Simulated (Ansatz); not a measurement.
# How fast states decay through KLiH4N2, part 2 of 3

Wanted: the relaxed cell of KLiH4N2, its band edges and its decay constants. It is built by putting Li for part of the K in the KH2N structure of space group P2_1/m, with the volume rescaled by atomic radii. The parent structure comes from the Materials Project.

Ansatz 0.2.0; LDA DFT, plane waves, PAW files (the session's first sound run).

So far. Step 2 (Cell and atoms at rest): The largest force component on a free atom ends at 0.0064 eV/Å.

The structure was built from a prototype and need not be the compound's stable phase.

## Step 3: The bulk crystal and its band edges

The energy window and the wavevectors of the next steps follow from the band edges, so these are searched first, off the mesh as well.

Input file input.yaml:

```yaml
crystal:
  lattice:
    - [4.6722156928, 0.0, -0.5019500515]
    - [0.0, 3.3430567405, 0.0]
    - [-1.2678708344, 0.0, 5.4790398331]
  atoms:
    - { symbol: Li, position: [0.0762877476, 0.75, 0.384156525] }
    - { symbol: K, position: [0.7421637034, 0.25, 0.6806013553] }
    - { symbol: H, position: [0.7197862641, 0.48168041, 0.1243487293] }
    - { symbol: H, position: [0.301778454, 0.9875134681, 0.8611390457] }
    - { symbol: H, position: [0.7197862641, 0.01831959, 0.1243487293] }
    - { symbol: H, position: [0.301778454, 0.5124865319, 0.8611390457] }
    - { symbol: "N", position: [0.852758222, 0.25, 0.2233073326] }
    - { symbol: "N", position: [0.2856608907, 0.75, 0.7409592371] }
kpoints:
  mp_grid: { grid: [6, 8, 4] }
  band_path: { path: [VBM, CBM], npoints: 30 }
scf:
  occupations: { method: fixed }
hamiltonian:
  xc: lda
output:
  eigenvalues: true
  write_potential: true
  write_density: true
  volumetric_format: npy
```

Run with:

```console
$ ansatz run input.yaml --threads 2 --pin off --max-ram 4096MiB --backend cpu --events-out ev --progress --plain --runs-dir out
```

Numbers of over 12 decimals in the logs are rounded to 6 here.

Output:

```text
[...]
Crystal: 8 atoms, lattice volume = 83.452 Å³
Basis set: ecut = 420 eV, 1641 PW (Γ)
Bands: 21, of which v1, the nominal top of the filled ones, is band 13 counted from 1 (12 counted from 0)
Symmetry: 2 space group operations
[...]
k-points: 70 of 192 (time reversal used)
[...]
SCF iter   1: F=—  HF=-2511.438805 eV  |F-HF|=—  |Δ(HF+E_count)|=         —  Δρ=1.10e-2  dr2=9.44e-2  ethr=1.77e-3  ⟨swp⟩=4.9  Hψ=6241  notcnv=0  defer=413
[...]
SCF iter   8: F=-2511.404759 eV  HF=-2511.404759 eV  |F-HF|=2.01e-9  |Δ(HF+E_count)|=   4.96e-8  Δρ=3.15e-6  dr2=3.43e-9  ethr=3.85e-10  ⟨swp⟩=7.9  Hψ=7225  notcnv=0
SCF 1 converged in 8 iterations: F = -2511.404759 eV  dr2 = 3.43e-9
[...]
NSCF: frozen V_eff on 80 k-points
[...]
SCF converged after 8 iterations
Free energy (F): -2511.404759 eV
[...]
Internal energy: -2511.404759 eV  (E = F + TS)
E sigma→0 (E₀):  -2511.404759 eV
Fermi energy:    2.063082 eV
[...]
--- Band table (eV; the first three rows and the last of 70) ---
  k-point 0: bands = [... 9 lower, -1.5849, -0.2419, 1.4931, 1.8791, 4.2849, 6.6859, 7.7351, 8.7530, ... 4 higher]
  k-point 1: bands = [... 9 lower, -1.4439, -0.4975, 1.2797, 1.8050, 4.7778, 6.8518, 7.5247, 8.4196, ... 4 higher]
  k-point 2: bands = [... 9 lower, -1.0659, -0.9983, 1.0955, 1.7555, 5.4672, 6.7159, 7.1555, 8.4563, ... 4 higher]
  k-point 69: bands = [... 9 lower, -0.9347, -0.4603, 1.5589, 1.7911, 6.9306, 7.5839, 8.4036, 9.2082, ... 4 higher]
```

Wall time 6.6 s (2 threads of AMD EPYC 9R45, shared host); peak memory 0.45 GiB.

Reading the cycles: dr2 is the Hartree energy of the density residual (eV), the measure of convergence; HF is the Harris–Foulkes estimate of the energy, which meets the free energy F at convergence.

This step gave:

```
Fermi energy        : 2.063 eV
gap on the k-mesh   : 2.222 eV
gap on path         : 2.222 eV, by band count; negative where bands overlap
direct gap on path  : 2.406 eV
edge places on path : 0, 0.9397 1/A along the path
```

Electronic bands along the path, in eV, zero at the Fermi level (highest filled level under fixed occupations); v1 is the highest filled band, c1 the lowest empty one:

| point | v4 | v3 | v2 | v1 | c1 | c2 | c3 | c4 |
| --- | --- | --- | --- | --- | --- | --- | --- | --- |
| VBM | -2.82 | -2.45 | -0.71 | 0.00 | 5.31 | 5.52 | 5.74 | 6.98 |
| halfway | -3.26 | -2.30 | -0.49 | -0.25 | 3.36 | 5.92 | 6.44 | 6.89 |
| CBM | -3.65 | -2.31 | -0.57 | -0.18 | 2.22 | 4.62 | 5.67 | 6.69 |

The searched edges give 2.22 eV, as on the mesh.

## Step 4: Decaying states in the gap

This step: LDA DFT, plane waves, PAW files; complex bands by layer matching along the plane's normal (Ansatz 0.2.0).

The same crystal is laid in a cell whose first two vectors span the (001) plane (indices of the standard conventional cell, whose axes can be ordered otherwise than in the bulk input). At fixed energy and wavevector in the plane the solver finds all kz, real and complex. A few wavevectors are listed, (0, 0), (0, -0.5) and (0.5, 0) in units of the plane's reciprocal vectors; the slowest state needn't be among them.

input.yaml, as its differences from that of step 3:

```diff
@@ -2,5 +2,5 @@
   lattice:
-    - [4.6722156928, 0.0, -0.5019500515]
-    - [0.0, 3.3430567405, 0.0]
-    - [-1.2678708344, 0.0, 5.4790398331]
+    - [4.699101333, 0.0, 0.0]
+    - [0.0, 3.34305674, 0.0]
+    - [-1.845878546, 0.0, 5.312260003]
   atoms:
@@ -16,3 +16,2 @@
   mp_grid: { grid: [6, 8, 4] }
-  band_path: { path: [VBM, CBM], npoints: 30 }
 scf:
@@ -23,4 +22,6 @@
   eigenvalues: true
-  write_potential: true
-  write_density: true
-  volumetric_format: npy
+  transmission:
+    leads: [[0, 0]]
+    kpoints: [[0.0, 0.0], [0.0, -0.5], [0.5, 0.0]]
+    e_range: [-1.0, 3.22]
+    de: 0.11
```

Output:

```text
[...]
Crystal: 8 atoms, lattice volume = 83.452 Å³
Basis set: ecut = 420 eV, 1641 PW (Γ)
Bands: 21, of which v1, the nominal top of the filled ones, is band 13 counted from 1 (12 counted from 0)
Symmetry: 2 space group operations
[...]
k-points: 70 of 192 (time reversal used)
[...]
SCF iter   1: F=—  HF=-2511.438809 eV  |F-HF|=—  |Δ(HF+E_count)|=         —  Δρ=1.10e-2  dr2=9.44e-2  ethr=1.77e-3  ⟨swp⟩=4.9  Hψ=6247  notcnv=0  defer=414
[...]
SCF iter   8: F=-2511.404759 eV  HF=-2511.404759 eV  |F-HF|=2.02e-9  |Δ(HF+E_count)|=   4.96e-8  Δρ=3.15e-6  dr2=3.42e-9  ethr=3.85e-10  ⟨swp⟩=7.9  Hψ=7232  notcnv=0
SCF 1 converged in 8 iterations: F = -2511.404759 eV  dr2 = 3.42e-9
[...]
transmission: 7 of 21 steps passed
transmission: 14 of 21 steps passed
transmission: 21 of 21 steps passed
SCF converged after 8 iterations
Free energy (F): -2511.404759 eV
[...]
Internal energy: -2511.404759 eV  (E = F + TS)
E sigma→0 (E₀):  -2511.404759 eV
Fermi energy:    2.063082 eV
[...]
--- Band table (eV; the first three rows and the last of 70) ---
  k-point 0: bands = [... 9 lower, -1.5849, -0.2419, 1.4931, 1.8791, 4.2849, 6.6859, 7.7351, 8.7530, ... 4 higher]
  k-point 1: bands = [... 9 lower, -1.4439, -0.4975, 1.2797, 1.8050, 4.7778, 6.8518, 7.5247, 8.4196, ... 4 higher]
  k-point 2: bands = [... 9 lower, -1.0659, -0.9983, 1.0955, 1.7555, 5.4672, 6.7159, 7.1555, 8.4563, ... 4 higher]
  k-point 69: bands = [... 9 lower, -0.9347, -0.4603, 1.5589, 1.7911, 6.9306, 7.5839, 8.4036, 9.2082, ... 4 higher]
--- Transmission ---
  basis      : 137 plane waves across, 7 finite elements along
  points     : 3, as listed
  energies   : 39 from -1.000000 to 3.180000 eV about the Fermi level, 0.110000 eV apart; the leads are filled to 1.110888 eV, and channels, transmission and decay are at 1.090000 eV
  crystal 0  : H4N2Li1K1, at the sites [0, 0], period 5.3123 Å: whole cells are its period
    offset         : up to 0.0000 Å between an atom of the period and one for which it stands
    channels       : 0.000000e0 a spin
    conductance    : none, the energies end too early or step too widely for 300 K: set another output.transmission.e_range or a lower de, or, where they end at an eighth of basis.ecutwfc, a higher one
    slowest decay  : 0.3140 /Å at (0.0000, 0.0000)
```

Run time: 5.4 s. Hardware: 2 threads; peak memory 0.48 GiB; 11 s of CPU time.

This step gave:

```yaml
level_to_which_the_leads_are_filled: 1.111 eV from the Fermi level
decay_constant_at_the_filling_level_zone_centre: 0.3140 Å⁻¹
decay_constant_at_the_filling_level_slowest_listed_point: 0.314 Å⁻¹
```

K parallel (0, 0); values up to 1.5 1/Å, a degenerate pair printed once or twice; energies at which all values exceed this have no row. The Im kz of the slowest decaying states by energy, zero at the highest filled level on the SCF mesh:

| energy (eV) | decay 1 (Å⁻¹) | decay 2 (Å⁻¹) | decay 3 (Å⁻¹) | decay 4 (Å⁻¹) |
| --- | --- | --- | --- | --- |
| -1.00 | 0.114 | 0.540 | 0.669 | 1.01 |
| -0.67 | 0.539 | 0.540 | 1.01 | 1.35 |
| -0.45 | 0.197 | 0.392 | 0.507 | 1.01 |
| -0.12 | 0.174 | 0.467 | 1.01 | 1.31 |
| -0.01 | 0.236 | 0.502 | 1.01 | 1.31 |
| 0.21 | 0.285 | 0.542 | 1.01 | 1.29 |
| 0.54 | 0.315 | 0.571 | 1.01 | 1.26 |
| 0.76 | 0.320 | 0.581 | 1.00 | 1.25 |
| 1.09 | 0.314 | 0.587 | 0.998 | 1.22 |
| 1.42 | 0.289 | 0.586 | 0.990 | 1.19 |
| 1.64 | 0.260 | 0.583 | 0.984 | 1.17 |
| 1.97 | 0.184 | 0.576 | 0.974 | 1.13 |
| 2.30 | 0.566 | 0.962 | 1.10 | 1.37 |
| 2.63 | 0.554 | 0.949 | 1.000 | 1.13 |
| 2.85 | 0.545 | 0.939 | 0.946 | 1.13 |
| 3.18 | 0.527 | 0.874 | 0.923 | 1.13 |

K parallel (0, -0.5); values up to 1.5 1/Å, a degenerate pair printed once or twice; energies at which all values exceed this have no row. Im kz of the slowest decaying states against energy, zero at the highest filled level on the SCF mesh:

| energy (eV) | decay 1 (Å⁻¹) | decay 2 (Å⁻¹) | decay 3 (Å⁻¹) | decay 4 (Å⁻¹) |
| --- | --- | --- | --- | --- |
| -1.00 | 0.541 | 0.593 | 0.616 | 0.787 |
| -0.67 | 0.398 | 0.670 | 0.822 | 0.973 |
| -0.45 | 0.272 | 0.511 | 0.685 | 0.832 |
| -0.12 | 0.689 | 0.697 | 0.838 | 0.941 |
| -0.01 | 0.699 | 0.728 | 0.838 | 0.934 |
| 0.21 | 0.280 | 0.701 | 0.796 | 0.837 |
| 0.54 | 0.398 | 0.700 | 0.831 | 0.897 |
| 0.76 | 0.445 | 0.696 | 0.825 | 0.881 |
| 1.09 | 0.496 | 0.687 | 0.812 | 0.855 |
| 1.42 | 0.534 | 0.675 | 0.796 | 0.826 |
| 1.64 | 0.556 | 0.665 | 0.784 | 0.805 |
| 1.97 | 0.587 | 0.646 | 0.763 | 0.767 |
| 2.30 | 0.624 | 0.627 | 0.716 | 0.739 |
| 2.63 | 0.598 | 0.662 | 0.713 | 1.04 |
| 2.85 | 0.578 | 0.655 | 0.693 | 1.09 |
| 3.18 | 0.543 | 0.642 | 0.660 | 1.06 |

K parallel (0.5, 0); values up to 1.5 1/Å, a degenerate pair printed once or twice; energies at which all values exceed this have no row. Table of Im kz of the slowest decaying states by energy, zero at the highest filled level on the SCF mesh:

| energy (eV) | decay 1 (Å⁻¹) | decay 2 (Å⁻¹) | decay 3 (Å⁻¹) | decay 4 (Å⁻¹) |
| --- | --- | --- | --- | --- |
| -1.00 | 0.104 | 0.460 | 0.997 | 1.13 |
| -0.67 | 0.573 | 0.858 | 1.14 | 1.24 |
| -0.45 | 0.700 | 1.14 | 1.24 | 1.24 |
| -0.12 | 0.401 | 0.687 | 1.14 | 1.22 |
| -0.01 | 0.447 | 0.689 | 1.14 | 1.21 |
| 0.21 | 0.502 | 0.698 | 1.13 | 1.20 |
| 0.54 | 0.548 | 0.708 | 1.13 | 1.17 |
| 0.76 | 0.568 | 0.712 | 1.12 | 1.15 |
| 1.09 | 0.588 | 0.712 | 1.12 | 1.12 |
| 1.42 | 0.601 | 0.707 | 1.09 | 1.11 |
| 1.64 | 0.605 | 0.702 | 1.07 | 1.10 |
| 1.97 | 0.607 | 0.690 | 1.04 | 1.09 |
| 2.30 | 0.603 | 0.674 | 1.01 | 1.07 |
| 2.63 | 0.593 | 0.653 | 0.975 | 1.06 |
| 2.85 | 0.582 | 0.637 | 0.950 | 1.05 |
| 3.18 | 0.561 | 0.607 | 0.909 | 1.03 |

At the listed wavevectors the last open channel is at -0.01 eV and the next at +2.30 eV on the grid. At +1.09 eV, the grid energy nearest the filling level (the middle of the gap on the SCF mesh), the slowest state at the listed wavevectors decays with κ = 0.314 Å⁻¹, its amplitude falling by e over 3.2 Å. Through 1 nm of this crystal that state's transmission falls by exp(−2 × 0.314 Å⁻¹ × 10 Å) = 0.0019.

## Step 5: Band edges at another level

This step: PBE DFT, plane waves, PAW files (Ansatz 0.2.0).

The edges again with PBE, at the same atoms.

input.yaml, as its differences from that of step 4:

```diff
@@ -2,5 +2,5 @@
   lattice:
-    - [4.699101333, 0.0, 0.0]
-    - [0.0, 3.34305674, 0.0]
-    - [-1.845878546, 0.0, 5.312260003]
+    - [4.6722156928, 0.0, -0.5019500515]
+    - [0.0, 3.3430567405, 0.0]
+    - [-1.2678708344, 0.0, 5.4790398331]
   atoms:
@@ -16,2 +16,3 @@
   mp_grid: { grid: [6, 8, 4] }
+  band_path: { path: [VBM, CBM], npoints: 30 }
 scf:
@@ -19,9 +20,4 @@
 hamiltonian:
-  xc: lda
+  xc: pbe
 output:
   eigenvalues: true
-  transmission:
-    leads: [[0, 0]]
-    kpoints: [[0.0, 0.0], [0.0, -0.5], [0.5, 0.0]]
-    e_range: [-1.0, 3.22]
-    de: 0.11
```

Output:

```text
[...]
Crystal: 8 atoms, lattice volume = 83.452 Å³
Basis set: ecut = 420 eV, 1641 PW (Γ)
Bands: 21, of which v1, the nominal top of the filled ones, is band 13 counted from 1 (12 counted from 0)
Symmetry: 2 space group operations
[...]
k-points: 70 of 192 (time reversal used)
[...]
SCF iter   1: F=—  HF=-2576.747768 eV  |F-HF|=—  |Δ(HF+E_count)|=         —  Δρ=2.89e-3  dr2=8.03e-3  ethr=1.77e-3  ⟨swp⟩=4.8  Hψ=6628  notcnv=0  defer=412
[...]
SCF iter   7: F=-2576.747515 eV  HF=-2576.747514 eV  |F-HF|=3.86e-8  |Δ(HF+E_count)|=   8.89e-7  Δρ=5.84e-6  dr2=1.75e-8  ethr=3.85e-10  ⟨swp⟩=8.8  Hψ=7899  notcnv=0
SCF 1 converged in 7 iterations: F = -2576.747515 eV  dr2 = 1.75e-8
[...]
SCF converged after 7 iterations
Free energy (F): -2576.747515 eV
[...]
Internal energy: -2576.747515 eV  (E = F + TS)
E sigma→0 (E₀):  -2576.747515 eV
Fermi energy:    2.383564 eV
[...]
--- Band table (eV; the first three rows and the last of 70) ---
  k-point 0: bands = [... 9 lower, -1.3139, 0.0030, 1.8350, 2.2239, 4.8571, 7.2751, 8.3151, 9.2839, ... 4 higher]
  k-point 1: bands = [... 9 lower, -1.1722, -0.2446, 1.6376, 2.1530, 5.3424, 7.4366, 8.0945, 8.9577, ... 4 higher]
  k-point 2: bands = [... 9 lower, -0.7821, -0.7473, 1.4629, 2.1047, 6.0367, 7.2833, 7.7123, 9.0128, ... 4 higher]
  k-point 69: bands = [... 9 lower, -0.6542, -0.2007, 1.9086, 2.1429, 7.5194, 8.1208, 8.9745, 9.7268, ... 4 higher]
```

Run time: 6.4 s. Hardware: 2 threads; peak memory 0.48 GiB.

This step gave:

| Quantity | Value |
| --- | --- |
| free energy | -2576.7475 eV |
| Fermi energy | 2.384 eV |
| gap on the k-mesh | 2.474 eV |
| gap on path | 2.474 eV, by band count; negative where bands overlap |
| direct gap on path | 2.633 eV |

Electronic bands along the path, in eV, zero at the Fermi level (highest filled level under fixed occupations); v1 is the highest filled band, c1 the lowest empty one:

| point | v4 | v3 | v2 | v1 | c1 | c2 | c3 | c4 |
| --- | --- | --- | --- | --- | --- | --- | --- | --- |
| VBM | -2.87 | -2.52 | -0.66 | 0.00 | 5.56 | 5.77 | 6.02 | 7.19 |
| halfway | -3.31 | -2.37 | -0.46 | -0.23 | 3.61 | 6.16 | 6.69 | 7.13 |
| CBM | -3.70 | -2.38 | -0.55 | -0.16 | 2.47 | 4.89 | 5.93 | 6.90 |

The searched edges give 2.47 eV, as on the mesh.

Between step 3 and this run (PBE) the value for the gap on path moves from 2.22 eV to 2.47 eV.

[end of part 2 of 3]

[Logs are printed without paths, hosts, clocks, repeated set-up lines and the standing remarks that a program may print on its own settings, such as how far it seeks lower states.]

[Hosts, paths, dates, database ids (printed as entryN), source tags and the programs' standing remarks are cut or masked in the printed files.]
